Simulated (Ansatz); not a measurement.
# Structural relaxation of random rutile alloy of IrO2 and SiO2 (96 atoms)

How does random rutile alloy of IrO2 and SiO2 (96 atoms) relax, and what do bonds, charges and levels look like afterwards?

Main program and level: Ansatz 0.2.0; Kohn-Sham DFT, PBEsol, PAW (set soft_2), plane waves.

## 1. The starting structure

The cell holds 96 atoms: 4 Si, 64 O and 28 Ir. Cell: a = 8.916 Å, b = 8.916 Å, c = 12.372 Å, α = 90.0°, β = 90.0°, γ = 90.0°. It derives from IrO2 (rutile) and SiO2, repeated 2×2×4. Rutile IrO2, 2 x 2 x 4 conventional cells, 4 of 32 Ir sites given to Si at random (x = 0.125), lattice by Vegard's rule (cell 4.458, 4.458, 3.093, 90, 90, 90); every coordinate displaced by a Gaussian of 0.07 Å.

Limits known from the start: The host structure and its lattice constant were typed by rule, without a check against the phase diagram. The main run has no spin polarisation, so moments on Ir can't form in it, and no Hubbard term. The levels lack spin–orbit coupling, which is large for the heavy elements here.

## 2. Single point at the start

A single point comes first, to see the forces before anything moves.

Input file input.yaml:

```yaml
crystal:
  lattice:
    - [8.9162, 0.0, 0.0]
    - [0.0, 8.9162, 0.0]
    - [0.0, 0.0, 12.3716]
  atoms:
    - { symbol: Si, position: [0.01657, 0.01663, 0.00273] }
    - { symbol: Si, position: [0.24929, 0.24702, 0.12536] }
    - { symbol: O, position: [0.1463, 0.14474, 0.98925] }
    - { symbol: O, position: [0.33645, 0.357, 0.00565] }
    [... 86 atom lines left out ...]
    - { symbol: Ir, position: [0.48913, 0.50258, 0.74717] }
    - { symbol: Ir, position: [0.74812, 0.75293, 0.87701] }
    - { symbol: O, position: [0.64952, 0.64526, 0.75955] }
    - { symbol: O, position: [0.84342, 0.84627, 0.74728] }
    - { symbol: O, position: [0.61018, 0.91269, 0.88509] }
    - { symbol: O, position: [0.91461, 0.59924, 0.88126] }
kpoints:
  mp_grid: { grid: [2, 2, 1] }
hamiltonian:
  xc: pbesol
scf:
  occupations: { method: gaussian, width: 0.025 }
output:
  forces: true
  stress: true
  populations: intrinsic
  dos:
    method: { smearing: { sigma: 0.1 } }
    de: 0.1
    projected: { site_lists: { Ir: [Ir], O: [O], Si: [Si] } }
  eigenvalues: true
```

The run is started by

```sh
$ ansatz run input.yaml --threads 8 --pin off --max-ram 15872MiB --backend cpu --events-out ev --progress --plain --runs-dir out
```

It took 23 s on 8 threads of AMD EPYC 9R45, shared host; peak memory 8.1 GiB; 2.8 min of CPU time.

The run gave:

```yaml
free_energy: -368671.1985 eV
free_energy_per_atom: -3840.3250 eV/atom
scf_cycles: 16
pressure: 10.58 GPa
r_m_s_force_component: 2.509 eV/Å
longest_force: 9.587 eV/Å
fermi_energy: 14.43 eV
levels_partly_filled_by_over_2_per_cent: 8
```

The r.m.s. force component of 2.5 eV/Å and the pressure of 11 GPa set the starting point.

Length of the force by element:

| element | coordination | atoms | mean length of the force (eV/Å) | spread | least | most |
| --- | --- | --- | --- | --- | --- | --- |
| Ir | all | 28 | 5.43 | 2.28 | 1.42 | 9.59 |
| O | all | 64 | 3.18 | 1.61 | 0.234 | 8.48 |
| Si | all | 4 | 2.49 | 1.47 | 0.856 | 4.49 |

## 3. Relaxation

With the cell held, the atoms are moved downhill towards a nearby minimum.

input.yaml, the sections that differ from step 2:

```yaml
output:
  forces: true
relax:
  f_tol: 0.05
  max_steps: 82
# crystal, kpoints, hamiltonian, scf: as in step 2
```

The job ended after 45 s (8 threads; peak memory 8.2 GiB).

Step by step:

| step | energy less that of the first step (eV) | largest force component (eV/Å) |
| --- | --- | --- |
| 1 | 0.0000 | 8.6727 |
| 2 | -17.6625 | 3.2412 |
| 3 | -22.2023 | 0.5322 |
| 4 | -22.2846 | 0.0604 |
| 5 | -22.2869 | 0.0182 |

The atoms that moved most (Å):

| atom | dx | dy | dz | length |
| --- | --- | --- | --- | --- |
| O47 | -0.045 | 0.150 | 0.357 | 0.390 |
| O23 | -0.096 | 0.152 | 0.284 | 0.336 |
| O3 | 0.050 | 0.012 | 0.299 | 0.303 |
| O9 | 0.037 | 0.076 | -0.274 | 0.287 |
| O72 | 0.046 | 0.044 | 0.258 | 0.266 |
| O5 | -0.048 | -0.074 | -0.236 | 0.252 |
| O15 | 0.131 | 0.139 | -0.145 | 0.240 |
| O83 | 0.067 | -0.215 | -0.009 | 0.226 |

The relaxation changed the energy by -232 meV/atom, and atoms moved by 0.15 Å r.m.s., 0.39 Å at most.

## 4. Distances and neighbours after relaxation

Bonds before and after, by the cutoffs listed below:

| pair | bonds before | bonds after | mean before (Å) | mean after (Å) | spread before (Å) | spread after (Å) |
| --- | --- | --- | --- | --- | --- | --- |
| O-Ir | 168 | 168 | 1.963 | 1.976 | 0.101 | 0.026 |
| O-Si | 23 | 24 | 1.947 | 1.829 | 0.130 | 0.026 |

Density 11.0 g/cm³, 10.25 Å³ an atom.

Pair distribution functions g(r), in bins of 0.2 Å:

| r (Å) | total | O-O | O-Ir | O-Si | Ir-Ir | Ir-Si | Si-Si |
| --- | --- | --- | --- | --- | --- | --- | --- |
| 1.70 | 0.08 | 0.00 | 0.00 | 1.46 | 0.00 | 0.00 | 0.00 |
| 1.90 | 3.53 | 0.00 | 7.70 | 9.50 | 0.00 | 0.00 | 0.00 |
| 2.10 | 0.67 | 0.00 | 1.71 | 0.00 | 0.00 | 0.00 | 0.00 |
| 2.30 | 0.17 | 0.38 | 0.00 | 0.00 | 0.00 | 0.00 | 0.00 |
| 2.50 | 0.54 | 1.22 | 0.00 | 0.00 | 0.00 | 0.00 | 0.00 |
| 2.70 | 1.95 | 4.39 | 0.00 | 0.00 | 0.00 | 0.00 | 0.00 |
| 2.90 | 0.77 | 1.68 | 0.00 | 0.00 | 0.00 | 1.20 | 0.00 |
| 3.10 | 0.76 | 1.17 | 0.00 | 0.00 | 2.27 | 1.91 | 0.00 |
| 3.30 | 1.19 | 1.08 | 1.69 | 0.68 | 0.19 | 0.00 | 0.00 |
| 3.50 | 1.34 | 0.01 | 0.91 | 1.91 | 7.91 | 8.00 | 8.35 |
| 3.70 | 0.64 | 0.16 | 1.26 | 1.37 | 0.00 | 0.00 | 0.00 |
| 3.90 | 0.97 | 0.87 | 1.22 | 1.85 | 0.00 | 0.00 | 0.00 |
| 4.10 | 0.90 | 0.15 | 1.95 | 1.23 | 0.00 | 0.00 | 0.00 |
| 4.30 | 0.45 | 0.41 | 0.54 | 0.89 | 0.00 | 0.18 | 0.00 |
| 4.50 | 1.83 | 1.90 | 1.57 | 1.78 | 2.50 | 1.93 | 4.94 |
| 4.70 | 1.23 | 1.50 | 1.29 | 1.10 | 0.00 | 0.00 | 0.00 |
| 4.90 | 0.86 | 1.36 | 0.63 | 0.33 | 0.00 | 0.00 | 0.00 |
| 5.10 | 0.51 | 1.04 | 0.10 | 0.23 | 0.00 | 0.00 | 0.00 |
| 5.30 | 1.28 | 1.27 | 1.42 | 1.18 | 0.72 | 1.46 | 0.00 |
| 5.50 | 1.46 | 1.33 | 0.98 | 1.06 | 3.82 | 3.83 | 3.15 |
| 5.70 | 1.15 | 1.29 | 0.88 | 0.82 | 1.81 | 1.65 | 0.00 |
| 5.90 | 0.64 | 0.04 | 1.33 | 1.96 | 0.03 | 0.00 | 0.00 |
| 6.10 | 0.38 | 0.20 | 0.64 | 0.13 | 0.32 | 0.37 | 0.00 |
| 6.30 | 0.68 | 1.04 | 0.12 | 0.08 | 1.48 | 1.76 | 0.00 |
| 6.50 | 1.04 | 1.13 | 1.21 | 1.25 | 0.00 | 0.00 | 0.00 |
| 6.70 | 1.11 | 0.57 | 1.93 | 1.91 | 0.00 | 0.00 | 0.00 |
| 6.90 | 1.23 | 1.69 | 0.97 | 0.90 | 0.61 | 0.22 | 1.00 |
| 7.10 | 1.80 | 1.97 | 1.46 | 1.61 | 2.34 | 2.71 | 3.89 |

Bonds by pair of elements; cutoffs follow the first minimum of g(r), held within bounds set by covalent radii, and pairs that aren't listed don't count as bonded:

| pair A-B | cutoff (Å) | bonds | mean length (Å) | spread (Å) | shortest (Å) | B about A | A about B |
| --- | --- | --- | --- | --- | --- | --- | --- |
| O-Ir | 2.43 | 168 | 1.98 | 0.026 | 1.92 | 2.62 | 6 |
| O-Si | 2.16 | 24 | 1.83 | 0.026 | 1.78 | 0.375 | 6 |

How many atoms have how many bonded neighbours:

| element | mean | 3 | 6 |
| --- | --- | --- | --- |
| Ir | 6 | 0 | 28 |
| O | 3 | 64 | 0 |
| Si | 6 | 0 | 4 |

Bond angles, per cent of each kind in bins of 5°:

| angle (°) | O-Ir-O | Ir-O-Ir | O-Si-O | Ir-O-Si |
| --- | --- | --- | --- | --- |
| 70–75 | 4.5 | 0.0 | 0.0 | 0.0 |
| 75–80 | 8.3 | 0.0 | 8.3 | 0.0 |
| 80–85 | 0.5 | 0.0 | 5.0 | 0.0 |
| 85–90 | 27.6 | 0.0 | 21.7 | 0.0 |
| 90–95 | 25.7 | 0.0 | 31.7 | 0.0 |
| 95–100 | 0.0 | 2.7 | 10.0 | 2.3 |
| 100–105 | 8.3 | 21.2 | 3.3 | 25.0 |
| 105–110 | 5.0 | 8.9 | 0.0 | 9.1 |
| 110–115 | 0.0 | 0.0 | 0.0 | 0.0 |
| 115–120 | 0.0 | 0.7 | 0.0 | 0.0 |
| 120–125 | 0.0 | 8.9 | 0.0 | 4.5 |
| 125–130 | 0.0 | 55.5 | 0.0 | 13.6 |
| 130–135 | 0.0 | 2.1 | 0.0 | 36.4 |
| 135–140 | 0.0 | 0.0 | 0.0 | 9.1 |
| 140–145 | 0.0 | 0.0 | 0.0 | 0.0 |
| 145–150 | 0.0 | 0.0 | 0.0 | 0.0 |
| 150–155 | 0.0 | 0.0 | 0.0 | 0.0 |
| 155–160 | 0.0 | 0.0 | 0.0 | 0.0 |
| 160–165 | 0.0 | 0.0 | 0.0 | 0.0 |
| 165–170 | 0.0 | 0.0 | 0.0 | 0.0 |
| 170–175 | 0.2 | 0.0 | 0.0 | 0.0 |
| 175–180 | 19.8 | 0.0 | 20.0 | 0.0 |

Bond angles (no mean is given where the spread exceeds 20°):

| angle | count | mean (°) | spread (°) |
| --- | --- | --- | --- |
| O-Ir-O | 420 | - | - |
| Ir-O-Ir | 146 | 119 | 11.1 |
| O-Si-O | 60 | - | - |
| Ir-O-Si | 44 | 122 | 13.7 |
| Si-O-Si | 2 | 136 | 0.9 |

Rings of the network by King's shortest-path rule, up to 12 atoms, one path for each pair of neighbours; H, halogens, alkali and alkaline-earth atoms are left out, and the last column divides by all other atoms, bonded or not:

| ring size (atoms) | rings | per network atom |
| --- | --- | --- |
| 4 | 32 | 0.333 |
| 6 | 128 | 1.33 |
| 8 | 90 | 0.938 |

For some of the pairs, g(r) has its first main peak near 2.78 Å (O-O), 1.97 Å (O-Ir) and 1.83 Å (O-Si). By these cutoffs all Ir atoms have 6, all O atoms have 3 and all Si atoms have 6 bonded neighbours. Rings of 6 atoms are the most common (51 % of those counted); sizes run from 4 to 8.

## 5. Single point at the relaxed geometry

One more single point at the end of the walk gives the fuller output and checks the residual forces.

Input file input.yaml:

```yaml
crystal:
  lattice:
    - [8.9162, 0.0, 0.0]
    - [0.0, 8.9162, 0.0]
    - [0.0, 0.0, 12.3716]
  atoms:
    - { symbol: Si, position: [0.00114, 0.99959, 0.00158] }
    - { symbol: Si, position: [0.24607, 0.2478, 0.12203] }
    - { symbol: O, position: [0.15191, 0.1461, 0.0134] }
    - { symbol: O, position: [0.34439, 0.33831, 0.01352] }
    [... 86 atom lines left out ...]
    - { symbol: Ir, position: [0.50067, 0.49874, 0.75076] }
    - { symbol: Ir, position: [0.75396, 0.74924, 0.87763] }
    - { symbol: O, position: [0.65817, 0.6515, 0.75027] }
    - { symbol: O, position: [0.84951, 0.84237, 0.75181] }
    - { symbol: O, position: [0.59913, 0.90294, 0.87549] }
    - { symbol: O, position: [0.90991, 0.59189, 0.88817] }
kpoints:
  mp_grid: { grid: [2, 2, 1] }
hamiltonian:
  xc: pbesol
scf:
  occupations: { method: gaussian, width: 0.025 }
output:
  forces: true
  stress: true
  populations: intrinsic
  dos:
    method: { smearing: { sigma: 0.08 } }
    de: 0.1
    projected: { site_lists: { Ir: [Ir], O: [O], Si: [Si] } }
  eigenvalues: true
  write_density: true
  write_potential: true
  volumetric_format: npy
```

It took 21 s on 8 threads; peak memory 8.1 GiB; 2.7 min of CPU time.

Read from the output:

```
free energy                             : -368693.4854 eV
free energy per atom                    : -3840.5571 eV/atom
SCF cycles                              : 16
pressure                                : -1.251 GPa
r.m.s. force component                  : 0.00528 eV/Å
longest force                           : 0.02439 eV/Å
Fermi energy                            : 14.17 eV
levels partly filled by over 2 per cent : 8
```

Intrinsic-atomic-orbital charges by element:

| element | coordination | atoms | mean charge (e) | spread | least | most |
| --- | --- | --- | --- | --- | --- | --- |
| Ir | all | 28 | 1.37 | 0.0152 | 1.34 | 1.40 |
| O | all | 64 | -0.694 | 0.0329 | -0.767 | -0.652 |
| Si | all | 4 | 1.51 | 0.0036 | 1.50 | 1.51 |

Charge against the make-up of the first shell:

| Si neighbours of O | atoms | mean charge (e) |
| --- | --- | --- |
| 0 | 42 | -0.671 |
| 1 | 20 | -0.734 |
| 2 | 2 | -0.761 |

States in the cell by windows of 1 eV, zero at the Fermi level; the larger projections on atomic orbitals stand beside the total:

| from (eV) | to (eV) | total | O p | Ir d |
| --- | --- | --- | --- | --- |
| -14 | -11 | 0.0 | 0.0 | 0.0 |
| -11 | -10 | 4.3 | 2.6 | 0.8 |
| -10 | -9 | 22.2 | 13.6 | 6.0 |
| -9 | -8 | 64.1 | 39.5 | 20.5 |
| -8 | -7 | 52.7 | 34.1 | 15.5 |
| -7 | -6 | 57.9 | 40.4 | 13.3 |
| -6 | -5 | 60.1 | 44.7 | 12.6 |
| -5 | -4 | 66.4 | 50.9 | 13.5 |
| -4 | -3 | 43.3 | 36.1 | 6.2 |
| -3 | -2 | 31.7 | 14.4 | 16.5 |
| -2 | -1 | 81.0 | 18.0 | 60.6 |
| -1 | 0 | 39.3 | 15.4 | 23.0 |
| 0 | 1 | 28.6 | 12.2 | 15.7 |
| 1 | 2 | 14.0 | 2.3 | 9.0 |
| 2 | 3 | 35.4 | 9.4 | 20.4 |
| 3 | 4 | 36.2 | 13.7 | 19.0 |
| 4 | 5 | 26.0 | 11.1 | 12.9 |

The curve was stored every 0.10 eV, coarse against its broadening of 0.08 eV, so these counts are rough.

Between -26 and -14 eV lie 128 more states.

The stored curve holds about 651 of the 876 electrons; the rest, give or take the few that broadening carries across the Fermi level, lie in deeper levels below its range.

The levels nearest the highest filled one (over half full), pooled over k-points and spins:

| level less the highest filled one (eV) | occupation |
| --- | --- |
| -0.0281 | 1.98 |
| -0.0187 | 1.93 |
| -0.0105 | 1.82 |
| -0.0061 | 1.72 |
| -0.0026 | 1.63 |
| 0 | 1.54 |
| 0.0252 | 0.493 |
| 0.0254 | 0.486 |
| 0.0275 | 0.416 |
| 0.0683 | 0.002 |
| 0.108 | 0 |
| 0.116 | 0 |

Mean intrinsic-atomic-orbital charges: Ir +1.37, O -0.69, Si +1.51 e. The charge on O changes by -0.057 e for each Si neighbour that takes the place of another kind, on average. Within 0.4 eV of the Fermi level the largest share is Ir d (57 % of the projected weight).

## 6. What came out

| Quantity | Value |
| --- | --- |
| energy change in the relaxation | -232.2 meV/atom |
| r.m.s. displacement | 0.151 Å |
| largest displacement | 0.39 Å |
| free energy per atom | -3840.5571 eV/atom |
| density | 11.01 g/cm³ |
| pressure | -1.251 GPa |
| r.m.s. force component | 0.00528 eV/Å |
| wall time of the 3 DFT runs | 90 s |

**Reading.** Relaxation lowers the energy by 232 meV/atom and moves atoms by 0.15 Å r.m.s.; the r.m.s. force component goes from 2.5 to 0.0053 eV/Å, the pressure goes from 11 to -1.3 GPa. By the final cutoffs 0 of 191 bonded pairs parted and 1 joined. The r.m.s. move is of the size of the random displacements put into the start (0.121 Å r.m.s. in three dimensions). From the first step to the last the energy fell by 22.287 eV, and the largest move was 0.39 Å (O47). The O-Si bonds change most in mean length: from 1.947 Å (spread 0.130) to 1.829 Å (spread 0.026), and their number from 23 to 24. With the cutoffs above, all Ir atoms have 6, all O atoms have 3 and all Si atoms have 6 bonded neighbours. 8 levels are partly filled, by over 2 % (on the run's k-points): at this level the cell shows no clear gap.

[Logs are printed without paths, hosts, clocks, repeated set-up lines and the standing remarks that a program may print on its own settings, such as how far it seeks lower states.]

[Hosts, paths, dates, database ids (printed as entryN), source tags and the programs' standing remarks are cut or masked in the printed files.]
